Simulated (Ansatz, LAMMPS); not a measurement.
## Relaxing amorphous 46SiO2-54Al2O3 (mol %) (114 atoms)

How does amorphous 46SiO2-54Al2O3 (mol %) (114 atoms) relax, and what do bonds, charges and levels look like afterwards?

Method: Kohn-Sham DFT, PBE, PAW (set soft_2), plane waves, in Ansatz 0.2.0.

Most raw output is cut from this account.

### 1. Starting point

The cell holds 114 atoms: 13 Si, 30 Al and 71 O. Its edges and angles: a = 11.246 Å, b = 11.246 Å, c = 11.246 Å, α = 90.0°, β = 90.0°, γ = 90.0°. 114 atoms (13 Si, 30 Al, 71 O) placed at random at 2.7 g/cm³, melted at 5000 K for 10 ps at fixed volume with the Morse and Coulomb pair potential with partial charges (Pedone, Malavasi, Menziani, Cormack and Segre, J. Phys. Chem. B 110, 11780 (2006)). Quenched from 5000 K to 300 K at 50 K/ps and fixed volume, held 5 ps, then minimised at fixed cell.

Limits known from the start: The quench rate of 50 K/ps is many orders above laboratory rates, so the cell is likely richer in defects and strain than a real sample. The network of bonds at the start is that of the classical potential that made the cell. Only the Γ point is sampled in the main run, in a cell whose shortest periodic width is 11 Å.

### 2. How the cell was made

A classical potential makes the cell, at a small fraction of what the same run would cost in DFT.

This step: classical MD, Morse and Coulomb pair potential with partial charges (Pedone, Malavasi, Menziani, Cormack and Segre, J. Phys. Chem. B 110, 11780 (2006)) (LAMMPS 22 Jul 2025 - Update 4).

Contents of in.lmp:

```
# melt-quench of Si13Al30O71
units metal
atom_style charge
boundary p p p
region box block 0 11.2458 0 11.2458 0 11.2458
create_box 3 box
mass 1 28.0850   # Si
mass 2 26.9815   # Al
mass 3 15.9990   # O
create_atoms 1 random 13 41489 NULL overlap 1.5 maxtry 2000
create_atoms 2 random 30 41496 NULL overlap 1.5 maxtry 2000
create_atoms 3 random 71 41503 NULL overlap 1.5 maxtry 2000
pair_style hybrid/overlay pedone 5.5 coul/long 8.0
pair_coeff * * coul/long
pair_coeff 1 3 pedone 0.340554 2.006700 2.100000 1   # Si-O
pair_coeff 2 3 pedone 0.361581 1.900442 2.164818 0.9   # Al-O
pair_coeff 3 3 pedone 0.042395 1.379316 3.618701 22   # O-O
set type 1 charge 2.4
set type 2 charge 1.8
set type 3 charge -1.2
kspace_style pppm 1.0e-4
neigh_modify delay 0 every 1 check yes
thermo_style custom step time temp pe press density
thermo_modify norm yes
timestep 0.002
thermo 100
min_style cg
minimize 1e-4 1e-4 200 2000
reset_timestep 0
velocity all create 5000 41490 mom yes dist gaussian
fix lim all nve/limit 0.05
fix lan all langevin 5000 5000 0.2 41491 zero yes
thermo 500
run 1000 post no
# [... 10 lines left out ...]
thermo 1250
fix md all nvt temp 300 300 0.2
run 2500 post no
unfix md
thermo 100
min_style cg
minimize 0 1e-3 2000 20000
write_dump all custom glass.dump id type xs ys zs modify sort id
```

Started as:

```sh
lmp -in in.lmp -log none -nocite
```

Elapsed: 24 s, on 1 thread of Arm Neoverse V2, shared host; peak memory 0.073 GiB.

### 3. Single point at the start

The forces at the start show how far the geometry lies from a minimum of this functional.

Contents of input.yaml:

```yaml
crystal:
  lattice:
    - [11.2458, 0.0, 0.0]
    - [0.0, 11.2458, 0.0]
    - [0.0, 0.0, 11.2458]
  atoms:
    - { symbol: Si, position: [0.76293, 0.57873, 0.28838] }
    - { symbol: Si, position: [0.63271, 0.1603, 0.47264] }
    - { symbol: Si, position: [0.07233, 0.17415, 0.80584] }
    - { symbol: Si, position: [0.79183, 0.97829, 0.08698] }
    - { symbol: Si, position: [0.48822, 0.5004, 0.27459] }
    - { symbol: Si, position: [0.67708, 0.66965, 0.8781] }
    - { symbol: Si, position: [0.1398, 0.91524, 0.89719] }
    - { symbol: Si, position: [0.93045, 0.52493, 0.61128] }
    - { symbol: Si, position: [0.40078, 0.41737, 0.53278] }
    - { symbol: Si, position: [0.07942, 0.32408, 0.04512] }
    - { symbol: Si, position: [0.86826, 0.82659, 0.31939] }
    - { symbol: Si, position: [0.66485, 0.26902, 0.85059] }
    - { symbol: Si, position: [0.69692, 0.23071, 0.11413] }
    - { symbol: Al, position: [0.30021, 0.78598, 0.70758] }
    - { symbol: Al, position: [0.68184, 0.41307, 0.6098] }
    - { symbol: Al, position: [0.50084, 0.8548, 0.5374] }
    - { symbol: Al, position: [0.14959, 0.97177, 0.39563] }
    - { symbol: Al, position: [0.28962, 0.92435, 0.13628] }
    - { symbol: Al, position: [0.18858, 0.6056, 0.52794] }
    - { symbol: Al, position: [0.81529, 0.14298, 0.69922] }
    - { symbol: Al, position: [0.79585, 0.8743, 0.58429] }
    - { symbol: Al, position: [0.31437, 0.56113, 0.84689] }
    - { symbol: Al, position: [0.39062, 0.72814, 0.37394] }
    - { symbol: Al, position: [0.42368, 0.13879, 0.08141] }
    - { symbol: Al, position: [0.86166, 0.51977, 0.02465] }
    - { symbol: Al, position: [0.39842, 0.03376, 0.35796] }
    - { symbol: Al, position: [0.8763, 0.88232, 0.83944] }
    - { symbol: Al, position: [0.44433, 0.67771, 0.08] }
    - { symbol: Al, position: [0.64554, 0.9978, 0.73429] }
    - { symbol: Al, position: [0.01659, 0.25442, 0.55517] }
    - { symbol: Al, position: [0.53102, 0.89185, 0.98841] }
    - { symbol: Al, position: [0.04311, 0.77096, 0.57412] }
    - { symbol: Al, position: [0.7904, 0.33271, 0.35683] }
    - { symbol: Al, position: [0.37784, 0.26989, 0.83928] }
    - { symbol: Al, position: [0.5057, 0.61825, 0.65415] }
    - { symbol: Al, position: [0.1454, 0.74339, 0.28032] }
    - { symbol: Al, position: [0.13347, 0.58769, 0.03742] }
    - { symbol: Al, position: [0.38971, 0.99222, 0.8187] }
    - { symbol: Al, position: [0.06043, 0.21522, 0.3093] }
    - { symbol: Al, position: [0.34406, 0.41113, 0.04525] }
    - { symbol: Al, position: [0.24892, 0.18646, 0.54934] }
    - { symbol: Al, position: [0.02862, 0.66245, 0.84462] }
    - { symbol: Al, position: [0.88411, 0.07857, 0.41173] }
    - { symbol: O, position: [0.77235, 0.77323, 0.85778] }
    - { symbol: O, position: [0.65724, 0.9359, 0.05642] }
    - { symbol: O, position: [0.4164, 0.01969, 0.97879] }
    - { symbol: O, position: [0.00187, 0.77817, 0.31733] }
    - { symbol: O, position: [0.1055, 0.03941, 0.84026] }
    - { symbol: O, position: [0.68641, 0.1258, 0.82528] }
    - { symbol: O, position: [0.87393, 0.95609, 0.97315] }
    - { symbol: O, position: [0.73657, 0.11343, 0.38985] }
    - { symbol: O, position: [0.03178, 0.06049, 0.34569] }
    - { symbol: O, position: [0.7804, 0.715, 0.33741] }
    - { symbol: O, position: [0.17283, 0.66721, 0.15529] }
    - { symbol: O, position: [0.67484, 0.30558, 0.48328] }
    - { symbol: O, position: [0.47034, 0.69612, 0.51778] }
    - { symbol: O, position: [0.43711, 0.42869, 0.16708] }
    - { symbol: O, position: [0.39187, 0.88809, 0.63728] }
    - { symbol: O, position: [0.64101, 0.87425, 0.59047] }
    - { symbol: O, position: [0.36318, 0.28654, 0.55866] }
    - { symbol: O, position: [0.7874, 0.11827, 0.11706] }
    - { symbol: O, position: [0.44007, 0.87935, 0.39134] }
    - { symbol: O, position: [0.56941, 0.71856, 0.97672] }
    - { symbol: O, position: [0.3184, 0.41205, 0.82791] }
    - { symbol: O, position: [0.10446, 0.25547, 0.92029] }
    - { symbol: O, position: [0.53897, 0.92975, 0.82228] }
    - { symbol: O, position: [0.26998, 0.06259, 0.44781] }
    - { symbol: O, position: [0.90506, 0.14029, 0.56048] }
    - { symbol: O, position: [0.35558, 0.25962, 0.00679] }
    - { symbol: O, position: [0.38026, 0.65618, 0.74452] }
    - { symbol: O, position: [0.9722, 0.39007, 0.59122] }
    - { symbol: O, position: [0.43695, 0.44975, 0.39637] }
    - { symbol: O, position: [0.21628, 0.8857, 0.27709] }
    - { symbol: O, position: [0.17646, 0.92037, 0.03153] }
    - { symbol: O, position: [0.4323, 0.64303, 0.24768] }
    - { symbol: O, position: [0.62217, 0.54086, 0.28616] }
    - { symbol: O, position: [0.35681, 0.13145, 0.77442] }
    - { symbol: O, position: [0.24055, 0.68636, 0.4013] }
    [... 30 atom lines left out ...]
    - { symbol: O, position: [0.18055, 0.72152, 0.6397] }
    - { symbol: O, position: [0.84971, 0.91443, 0.43913] }
    - { symbol: O, position: [0.1342, 0.25049, 0.44722] }
    - { symbol: O, position: [0.09978, 0.89444, 0.51269] }
    - { symbol: O, position: [0.83791, 0.90456, 0.20477] }
    - { symbol: O, position: [0.61093, 0.64403, 0.7556] }
kpoints:
  mp_grid: { grid: [1, 1, 1] }
hamiltonian:
  xc: pbe
scf:
  occupations: { method: fermi_dirac, width: 0.025 }
output:
  forces: true
```

Started as:

```sh
ansatz run input.yaml --threads 4 --pin off --max-ram 8192MiB --backend cpu --events-out ev --progress --plain --runs-dir out
```

Wall time 12 s (4 threads of Arm Neoverse V2, shared host); peak memory 1.8 GiB.

Numbers from this run:

```yaml
free_energy: -64815.8179 eV
free_energy_per_atom: -568.5598 eV/atom
scf_cycles: 9
r_m_s_force_component: 0.5437 eV/Å
longest_force: 1.909 eV/Å
fermi_energy: 5.671 eV
```

The r.m.s. force component of 0.54 eV/Å sets the starting point.

Neighbours are counted within 2.27 Å (O-Al), 2.12 Å (O-Si).

Length of the force by element and coordination:

| element | coordination | atoms | mean length of the force (eV/Å) | spread | least | most |
| --- | --- | --- | --- | --- | --- | --- |
| Al | all | 30 | 0.704 | 0.241 | 0.186 | 1.29 |
| Al | 4 | 26 | 0.690 | 0.200 | 0.244 | 0.992 |
| Al | 5 | 3 | 0.633 | 0.335 | 0.186 | 0.992 |
| Al | 6 | 1 | 1.29 | 0 | 1.29 | 1.29 |
| O | all | 71 | 0.868 | 0.395 | 0.0897 | 1.91 |
| O | 2 | 37 | 0.994 | 0.424 | 0.289 | 1.91 |
| O | 3 | 33 | 0.746 | 0.297 | 0.0897 | 1.56 |
| O | 4 | 1 | 0.213 | 0 | 0.213 | 0.213 |
| Si | all | 13 | 1.16 | 0.442 | 0.460 | 1.88 |

### 4. Cell and atoms relaxed

Cell and atoms are freed together, to release stress as well as forces.

Changes to input.yaml since step 3:

```diff
@@ -15 +15,5 @@
   forces: true
+relax:
+  f_tol: 0.04
+  max_steps: 250
+  cell: {}
```

Wall time 2.9 min (4 threads); peak memory 1.9 GiB.

Relaxation path:

| step | energy less that of the first step (eV) | largest force component (eV/Å) | pressure (GPa) | volume (Å³) |
| --- | --- | --- | --- | --- |
| 1 | 0.0000 | 1.6407 | 4.52 | 1422.23 |
| 2 | -1.5399 | 1.0670 | 2.45 | 1432.88 |
| 3 | -2.6878 | 0.4351 | -0.49 | 1442.76 |
| 4 | -3.0898 | 0.5980 | 0.11 | 1424.27 |
| 5 | -3.1636 | 0.1783 | -0.06 | 1425.55 |
| 6 | -3.1664 | 0.1625 | 0.10 | 1422.23 |
| 7 | -3.1893 | 0.0545 | 0.00 | 1425.48 |
| 8 | -3.1936 | 0.0491 | -0.01 | 1425.67 |
| 9 | -3.1958 | 0.0121 | 0.00 | 1425.32 |
| 10* | -3.2369 | 0.0121 | 0.05 | 1425.32 |
| 11 | -3.2324 | 0.0648 | -0.03 | 1426.48 |
| 12 | -3.2348 | 0.0848 | -0.03 | 1426.28 |
| 13 | -3.2383 | 0.0112 | -0.01 | 1426.04 |
| 14* | -3.2392 | 0.0111 | -0.01 | 1426.04 |

Relaxation steps marked * repeat the geometry before them on a plane-wave basis chosen anew for their cell, so energy and pressure can jump there. Relaxation step 6 was tried and not accepted.

| cell as run | before | after | change |
| --- | --- | --- | --- |
| a (Å) | 11.246 | 11.251 | +0.0 % |
| b (Å) | 11.246 | 11.472 | +2.0 % |
| c (Å) | 11.246 | 11.051 | -1.7 % |
| α (°) | 90.00 | 90.64 | +0.7 % |
| β (°) | 90.00 | 89.36 | -0.7 % |
| γ (°) | 90.00 | 91.00 | +1.1 % |
| volume (Å³/atom) | 12.48 | 12.51 | +0.3 % |

The atoms that moved most (Å, as changes of fractional coordinates times the final cell):

| atom | dx | dy | dz | length |
| --- | --- | --- | --- | --- |
| O76 | 0.040 | -0.140 | 0.301 | 0.334 |
| O64 | 0.077 | -0.037 | 0.256 | 0.270 |
| O72 | -0.230 | -0.017 | -0.127 | 0.264 |
| O57 | 0.198 | -0.002 | -0.155 | 0.252 |
| O82 | 0.161 | 0.082 | -0.147 | 0.233 |
| O74 | -0.168 | 0.107 | 0.094 | 0.220 |
| O51 | 0.022 | -0.034 | -0.199 | 0.204 |
| O105 | 0.196 | 0.029 | -0.010 | 0.199 |

The relaxation changed the energy by -28.4 meV/atom, and atoms moved by 0.12 Å r.m.s., 0.33 Å at most.

### 5. Structure statistics after relaxation

Bonds before and after, by the cutoffs listed below:

| pair | bonds before | bonds after | mean before (Å) | mean after (Å) | spread before (Å) | spread after (Å) |
| --- | --- | --- | --- | --- | --- | --- |
| O-Al | 128 | 130 | 1.816 | 1.830 | 0.137 | 0.108 |
| O-Si | 52 | 52 | 1.623 | 1.643 | 0.050 | 0.046 |

Density 2.69 g/cm³, 12.51 Å³ an atom.

g(r), total and by pair (bins of 0.2 Å):

| r (Å) | total | O-O | O-Al | O-Si | Al-Al | Al-Si | Si-Si |
| --- | --- | --- | --- | --- | --- | --- | --- |
| 1.50 | 0.21 | 0.00 | 0.00 | 1.49 | 0.00 | 0.00 | 0.00 |
| 1.70 | 3.03 | 0.00 | 4.75 | 10.34 | 0.00 | 0.00 | 0.00 |
| 1.90 | 1.67 | 0.00 | 5.10 | 0.00 | 0.00 | 0.00 | 0.00 |
| 2.10 | 0.18 | 0.00 | 0.56 | 0.00 | 0.00 | 0.00 | 0.00 |
| 2.30 | 0.02 | 0.00 | 0.05 | 0.00 | 0.00 | 0.00 | 0.00 |
| 2.50 | 0.40 | 0.99 | 0.00 | 0.00 | 0.19 | 0.00 | 0.00 |
| 2.70 | 1.42 | 3.24 | 0.11 | 0.00 | 1.72 | 0.20 | 0.00 |
| 2.90 | 1.29 | 2.66 | 0.28 | 0.14 | 1.36 | 0.85 | 0.76 |
| 3.10 | 1.17 | 1.21 | 0.59 | 0.31 | 3.39 | 3.17 | 3.49 |
| 3.30 | 1.03 | 0.92 | 0.75 | 0.73 | 2.20 | 2.56 | 1.27 |
| 3.50 | 0.83 | 0.50 | 1.07 | 1.16 | 1.46 | 0.36 | 0.00 |
| 3.70 | 0.74 | 0.53 | 1.03 | 1.08 | 0.47 | 0.21 | 0.00 |
| 3.90 | 0.97 | 0.62 | 1.44 | 1.21 | 0.50 | 0.95 | 0.00 |
| 4.10 | 1.20 | 0.56 | 1.81 | 2.08 | 0.45 | 0.69 | 1.19 |
| 4.30 | 1.10 | 0.67 | 1.62 | 1.63 | 0.20 | 0.71 | 1.41 |
| 4.50 | 0.99 | 0.74 | 1.17 | 1.25 | 0.94 | 0.87 | 1.66 |
| 4.70 | 1.05 | 1.22 | 0.85 | 1.14 | 0.68 | 1.46 | 0.60 |
| 4.90 | 0.99 | 1.42 | 0.64 | 0.36 | 1.00 | 1.21 | 2.25 |
| 5.10 | 1.10 | 1.47 | 0.69 | 0.90 | 0.88 | 1.56 | 1.54 |
| 5.30 | 1.05 | 1.38 | 0.78 | 0.59 | 1.44 | 1.08 | 0.71 |

Bonds by pair of elements; cutoffs follow the first minimum of g(r), held within bounds set by covalent radii, and pairs that aren't listed don't count as bonded:

| pair A-B | cutoff (Å) | bonds | mean length (Å) | spread (Å) | shortest (Å) | B about A | A about B |
| --- | --- | --- | --- | --- | --- | --- | --- |
| O-Al | 2.49 | 130 | 1.83 | 0.108 | 1.69 | 1.83 | 4.33 |
| O-Si | 2.12 | 52 | 1.64 | 0.046 | 1.58 | 0.732 | 4 |

How many atoms have how many bonded neighbours:

| element | mean | 2 | 3 | 4 | 5 | 6 |
| --- | --- | --- | --- | --- | --- | --- |
| Al | 4.33 | 0 | 0 | 21 | 8 | 1 |
| O | 2.56 | 34 | 34 | 3 | 0 | 0 |
| Si | 4 | 0 | 0 | 13 | 0 | 0 |

Bond angles, per cent of each kind in bins of 5°:

| angle (°) | O-Al-O | Al-O-Al | O-Si-O | Al-O-Si |
| --- | --- | --- | --- | --- |
| 70–75 | 0.5 | 0.0 | 0.0 | 0.0 |
| 75–80 | 6.3 | 0.0 | 0.0 | 0.0 |
| 80–85 | 5.0 | 2.1 | 0.0 | 0.0 |
| 85–90 | 9.0 | 5.1 | 0.0 | 2.0 |
| 90–95 | 5.9 | 17.5 | 0.0 | 2.0 |
| 95–100 | 8.1 | 6.2 | 2.6 | 0.0 |
| 100–105 | 10.0 | 4.1 | 19.2 | 0.0 |
| 105–110 | 15.8 | 4.1 | 38.5 | 4.1 |
| 110–115 | 11.8 | 9.3 | 20.5 | 8.2 |
| 115–120 | 6.8 | 13.4 | 15.4 | 10.2 |
| 120–125 | 5.4 | 11.3 | 2.6 | 12.2 |
| 125–130 | 4.5 | 5.1 | 1.3 | 4.1 |
| 130–135 | 3.6 | 9.3 | 0.0 | 10.2 |
| 135–140 | 0.9 | 3.1 | 0.0 | 8.2 |
| 140–145 | 0.9 | 3.1 | 0.0 | 8.2 |
| 145–150 | 0.9 | 1.0 | 0.0 | 8.2 |
| 150–155 | 1.4 | 4.1 | 0.0 | 6.1 |
| 155–160 | 0.5 | 0.0 | 0.0 | 6.1 |
| 160–165 | 0.9 | 1.0 | 0.0 | 6.1 |
| 165–170 | 0.9 | 0.0 | 0.0 | 2.0 |
| 170–175 | 0.5 | 0.0 | 0.0 | 0.0 |
| 175–180 | 0.5 | 0.0 | 0.0 | 2.0 |

Bond angles (no mean is given where the spread exceeds 20°):

| angle | count | mean (°) | spread (°) |
| --- | --- | --- | --- |
| O-Al-O | 221 | 108 | 19.7 |
| Al-O-Al | 97 | 114 | 19 |
| O-Si-O | 78 | 109 | 5.4 |
| Al-O-Si | 49 | 134 | 19 |
| Si-O-Si | 8 | 147 | 15.3 |

Oxygen atoms by the number of network formers (Si, P, Ge, B, Al, As, Ga) bound to them:

| network formers bound to O | O atoms | per cent |
| --- | --- | --- |
| 0 | 0 | 0 |
| 1 | 0 | 0 |
| 2 | 34 | 47.9 |
| 3 | 34 | 47.9 |
| 4 | 3 | 4.2 |

Network units: each former by its oxygen neighbours and how many of them bridge to another former:

| former | O neighbours | bridging O | atoms |
| --- | --- | --- | --- |
| Si | 4 | 4 | 13 |
| Al | 4 | 4 | 21 |
| Al | 5 | 5 | 8 |
| Al | 6 | 6 | 1 |

Bond length by coordination (bonds to H left out):

| element | coordination | atoms | mean bond length (Å) |
| --- | --- | --- | --- |
| Al | 4 | 21 | 1.79 |
| Al | 5 | 8 | 1.90 |
| Al | 6 | 1 | 1.95 |
| O | 2 | 34 | 1.67 |
| O | 3 | 34 | 1.83 |
| O | 4 | 3 | 1.95 |

Rings of the network by King's shortest-path rule, up to 12 atoms, one path for each pair of neighbours; H, halogens, alkali and alkaline-earth atoms are left out, and the last column divides by all other atoms, bonded or not:

| ring size (atoms) | rings | per network atom |
| --- | --- | --- |
| 4 | 20 | 0.175 |
| 6 | 26 | 0.228 |
| 8 | 55 | 0.482 |
| 10 | 46 | 0.404 |
| 12 | 17 | 0.149 |

First main peaks of g(r), for some of the pairs, lie near 2.7 Å (O-O), 1.8 Å (O-Al), 1.6 Å (O-Si), 3.2 Å (Al-Si) and 3.1 Å (Si-Si). With the cutoffs above, 70 % of Al atoms have 4, 48 % of O atoms have 2 and as many 3 and all Si atoms have 4 bonded neighbours. 48 % of the oxygens bridge two formers (Si and Al) and 0 % are non-bridging; 48 % join three; 4 % join four. The commonest Al unit has 4 oxygens, 4 of them shared with other formers (21 of 30 atoms). Rings of 8 atoms are the most common (34 % of those counted); sizes run from 4 to 12, where the search stops.

[end of part 1 of 3]

[Logs are printed without paths, hosts, clocks, repeated set-up lines and the standing remarks that a program may print on its own settings, such as how far it seeks lower states.]

[Hosts, paths, dates, database ids (printed as entryN), source tags and the programs' standing remarks are cut or masked in the printed files.]
